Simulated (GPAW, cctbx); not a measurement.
## How far are the atoms of SnPW from free atoms?

Aim: compute the bonding part of the density of SnPW, find which reflections carry it, and see how it biases an ordinary refinement.

The cell comes from substitution in a known structure type and wasn't matched to any measured phase. All numbers below are calculated.

**1. Relax the structure**

The density hangs on the geometry, so cell and atoms are relaxed first, with the symmetry held. The cutoff is set higher than for the density because stress converges slowly with plane waves.

Settings: GPAW 26.7.0, PBE, 570 eV, 5×3×3 k-points (along the axes of the calculation cell), Fermi–Dirac width 0.1 eV, BFGS to 0.03 eV/Å.

```text
cell
1.0
     0.000000000    0.000000000    4.110000000
     6.950000000    0.000000000    0.000000000
    -3.475000000    6.018876556    0.000000000
W Sn P
3 3 3
Direct
0.500000000 0.000000000 0.245900000
0.500000000 0.245900000 0.000000000
0.500000000 0.754100000 0.754100000
0.000000000 0.000000000 0.577700000
0.000000000 0.577700000 0.000000000
0.000000000 0.422300000 0.422300000
0.000000000 0.000000000 0.000000000
0.500000000 0.333333333 0.666666667
0.500000000 0.666666667 0.333333333
```

```console
$ OMP_NUM_THREADS=1 mpirun -n 4 gpaw python run.py > gpaw.log
```

```text
BFGS:    0      -58.490566        1.612614
BFGS:    1      -58.573392        1.552921
BFGS:    2      -58.912908        1.082336
BFGS:    3      -58.964217        0.785386
...
BFGS:   16      -59.895705        0.136153
BFGS:   17      -59.899022        0.068421
BFGS:   18      -59.900229        0.028350
cell  3.4907 7.1341 7.1341  120.00 90.00 90.00
volume 153.857 A^3, largest force 0.028 eV/A, largest stress 0.05 GPa
```

The cell moved far, while the k-mesh and basis were chosen for the start, so the final shape may be somewhat biased.

After 18 steps the volume has changed by -10.5 % and the energy by -1.410 eV; the largest stress left is 0.05 GPa. It took 4.2 min on 4 cores of Intel(R) Xeon(R) Platinum 8488C (Sapphire Rapids) (shared host), peak memory 1.3 GiB.

Relaxed structure: P-62m (no. 189), a = 7.1341 Å, b = 7.1341 Å, c = 3.4907 Å, α = 90.00°, β = 90.00°, γ = 120.00°.

| atom | mult. | x | y | z |
| --- | --- | --- | --- | --- |
| W1 | 3 | 0 | 0.2553 | 1/2 |
| Sn1 | 3 | 0 | 0.6062 | 0 |
| P1 | 1 | 0 | 0 | 0 |
| P2 | 2 | 1/3 | 2/3 | 1/2 |

**2. The all-electron density**

X-rays see the whole electron density, so the PAW density is rebuilt with its core regions. Subtracting spherical free atoms from the same code cancels the cores and leaves the deformation density Δρ, the part due to bonding.

Settings: PBE, 450 eV, 7×4×4 k-points (along the axes of the calculation cell), Fermi–Dirac width 0.1 eV; primitive cell of 9 atoms.

```console
$ OMP_NUM_THREADS=1 mpirun -n 4 gpaw python run.py > gpaw.log
```

```text
|iter:   1|       0s |  -60.246691 | +0.34 |       |
|iter:   2|       2s |  -60.276841 | -1.23 | -1.38 |
|iter:   3|       3s |  -60.050159 | -1.33 | -1.41 |
...
|iter:   9|      12s |  -59.670544c| -6.17 | -3.94 |
|iter:  10|      13s |  -59.670546c| -7.03 | -4.48c|
|iter:  11|      14s |  -59.670546c| -7.49c| -5.15c|
```

```text
grid (36, 70, 70)  electrons 417.000  moved by bonding 1.673 e
deformation density beyond 0.5 A of the nuclei: max 0.090, min -0.120 e/A^3
atom        x       y       z   Voronoi charge  moment
W 1    0.5000  0.0000  0.2553      0.029       0.00
W 2    0.5000  0.2553  0.0000      0.029       0.00
W 3    0.5000  0.7447  0.7447      0.029       0.00
Sn4    0.0000  0.0000  0.6062      0.161       0.00
Sn5    0.0000  0.6062  0.0000      0.161       0.00
Sn6    0.0000  0.3938  0.3938      0.161       0.00
P 7    0.0000  0.0000  0.0000     -0.212       0.00
P 8    0.5000  0.3333  0.6667     -0.178       0.00
P 9    0.5000  0.6667  0.3333     -0.178       0.00
mean inner potential of superposed free atoms 26.771 V
total magnetic moment 0.000 muB
```

Deformation density in a plane through the shortest contact of the W atom at the origin, in 0.01 e/Å³ (clipped at ±99); x from -1.6 to 4.1 Å, y from 2.4 down to -2.4 Å:

```text
 -2   6   7  -2   .   .  -4   3   4   3   3   3   2   0  -5  -4
 -5   4   6   2  -2  -4   0   3   3   2   3   3   3   1  -4   3
 -2   3   5   6   7   5   3   1   0   1   3   3   3   0  -5  -3
  1   2   2   3   6   5   1  -1  -1   2   4   3   1  -1  -4  -5
  2   0  -3  -6  -2   1  -3  -1   1   2   1  -2  -5  -3  -1   0
  2  -2  -7  -5   .   6   2   1   5   1  -5   . -12  -5   1   2
  2  -1  -2  -1   .   .  -1   3   8   1   .   .  -6  -1   4   3
  3   1   0   7   .  -6  -6   1   7   3  -3   .  -4   2   4   3
  1   1   1   1   0  -6  -5   1   5   6   5   3   2   2   1   1
 -1   0   1   1  -1  -2  -1   2   3   4   7   7   3   0  -1   0
 -2  -1   1   3   2   2   2   1  -1  -3  -2   1  -1  -1   0   2
 -2  -3  -3  -1   1   2   2   0  -5  -6  -8   3   3  -1   3   3
 -2  -6  -3  -2  -3   0   2   0  -5   2   .   .   2   1   7   4
```

Atoms in or within 0.15 Å of the plane: W (0.0, 0.0), P (2.5, 0.0) Å. Dots mark points within about 0.45 Å of a nucleus; large values next to them are atomic features.

P gains most (-0.19 e) and Sn loses most (+0.16 e), in averages over each element's sites, which isn't the order of electronegativity: valence and coordination count too, and Voronoi cells cut space at the midplane whatever the atoms' sizes. Such charges fall far short of formal ones, since overlapping free atoms already put density on their neighbours. Along the shortest contact from the W atom at the map's origin, W–P at 2.52 Å, Δρ is +0.07 e/Å³ at the midpoint and highest, +0.08, 1.39 Å from W (points within 0.5 Å of a nucleus left out): a modest build-up. At the midpoints of other shortest contacts it is +0.01 (Sn–P, 2.80 Å), +0.03 (W–Sn, 3.02 Å) and +0.02 (W–W, 3.15 Å) e/Å³. Point values carry grid noise of about 0.01 e/Å³. The run needed 11 iterations, 25 s.

**3. From the density to structure factors**

The Fourier components of Δρ, added to those of the free atoms, give the static X-ray structure factors; the Mott–Bethe relation turns them into the Fourier components V of the potential that fast electrons feel.

```text
static structure factors of the conventional cell: F in electrons, V (Mott-Bethe) in volts
   h  k  l      d  |F| table  |F| free   |F| DFT   change   |V| free  |V| DFT  change %
   1  0  0  6.1783    39.252    39.226    39.353    0.127     1.468    1.324     -9.8
   1  1  0  3.5670   102.722   102.630   102.475   -0.155     2.526    2.601      3.0
   0  0  1  3.4907    80.603    80.492    80.964    0.472     2.362    2.191     -7.2
   2  0  0  3.0892     2.449     2.399     2.456    0.057     0.610    0.626      2.7
   1  0  1  3.0392    62.525    62.454    62.274   -0.180     1.424    1.473      3.5
   1  1  1  2.4949   218.030   217.885   217.592   -0.293     8.486    8.538      0.6
   2  1  0  2.3352   179.608   179.423   179.038   -0.385     6.465    6.528      1.0
   2  0  1  2.3134   138.825   138.770   138.662   -0.108     6.109    6.126      0.3
   3  0  0  2.0594   169.208   169.096   168.624   -0.471     7.130    7.189      0.8
   2  1  1  1.9409    94.660    94.452    94.151   -0.301     3.149    3.181      1.0
   2  2  0  1.7835    59.549    59.430    59.702    0.273     1.637    1.607     -1.9
   3  0  1  1.7737    11.383    11.277    11.176   -0.100     0.068    0.077     13.9
   0  0  2  1.7453   302.282   301.866   301.402   -0.464    10.448   10.490      0.4
   3  1  0  1.7136    78.489    78.411    78.257   -0.154     2.770    2.782      0.4
```

The largest X-ray change is +0.47 e on 001, 0.6 % of |F|. For electrons V goes as (Z − F)/g², so a change of F counts against Z − F, which is small at low angle and wherever the atoms' terms cancel: |V| of 100 moves by -9.8 % (1.47 to 1.32 V) against +0.3 % in |F|. The last three rows still change by up to 0.46 e; the table stops while the angles are still low. The tabulated Hartree–Fock atoms differ from the free DFT atoms by up to 0.42 e, so the choice of reference atom matters too.

**4. Which functional?**

The same geometry is run with other functionals, to see whether the bonding signal is larger than the spread between approximations. Free atoms are LDA for LDA and PBE otherwise. Any other changed setting is in the row's label.

```csv
run,ΔF 001 (e),ΔF 300 (e),ΔF 210 (e),q(P) (e),moved (e),time
PBE,+0.472,-0.471,-0.385,-0.189,1.673,25 s
LDA,+0.465,-0.474,-0.365,-0.175,1.575,22 s
RPBE,+0.483,-0.478,-0.386,-0.199,1.765,26 s
```

At the base's settings ΔF(001) spans +0.465 to +0.483 e, a spread of 4 % of the PBE value; over the three listed reflections the spread is at most 5 %, so sign and size hold across the functionals. Times are from shared hosts.

**5. Refining ordinary atoms against data with bonding**

Routine crystallography fits spherical atoms. To see the bias, intensities are simulated from tabulated atoms plus the DFT change ΔF, so that bonding alone can misfit (5142 reflections of the full sphere, merged to the counts below, to 0.5 Å, 0.5 % proportional noise plus counting noise, assumed isotropic U as listed, Δρ smeared by the mean U) and refined with cctbx over different ranges.

```csv
range,data,R1,GooF,U W1 (true 0.003),U Sn1 (true 0.0036),U P1 (true 0.0054),U P2 (true 0.0054),largest shift (Å),"Δρ max, min (e/Å³)"
all data,518,0.0030,0.98,0.0030,0.0036,0.0054,0.0055,0.0001,"0.31, -0.30"
"low resolution, d > 0.84",124,0.0024,1.10,0.0030,0.0036,0.0054,0.0055,0.0001,"0.16, -0.16"
"high order, d < 0.75",347,0.0035,0.95,0.0030,0.0036,0.0054,0.0055,0.0001,"0.30, -0.29"
"occupancies free, d > 0.7",202,0.0025,1.03,0.0030,0.0036,0.0051,0.0054,0.0001,"0.20, -0.20"
```

With all data GooF is 0.98, so at this noise the bonding hardly shows; the top residual peak, near noise level, lies 1.21 Å from Sn and 2.17 Å from W. No U is off by more than 3 s.u. at low resolution. With W1 held at 1 and the scale free, the other occupancies refine to Sn1 1.000(0.001), P1 0.993(0.007) and P2 0.993(0.005), within three s.u. of full.

**6. Answer**

Bonding moves 1.67 e in the primitive cell of SnPW and changes the structure factors of the conventional cell in the table above by at most 0.47 e (001, 0.6 %), and among reflections above 2 % of the strongest by up to 0.9 % (301). The shortest bond, W–P, has Δρ = +0.07 e/Å³ at its midpoint. At the base's settings ΔF(001) spans +0.465 to +0.483 e, a spread of 4 % of the PBE value; over the three listed reflections the spread is at most 5 %, so sign and size hold across the functionals. With all data GooF is 0.98, so at this noise the bonding hardly shows. Limits: static density, frozen cores, no spin–orbit coupling.

[Outputs are excerpts: Python notices, other lines and further rows are left out; steps that failed or that the build refused (PBEsol, TPSS) are not shown.]

[Logs are printed without paths, hosts, clocks, repeated set-up lines and the standing remarks that a program may print on its own settings, such as how far it seeks lower states.]
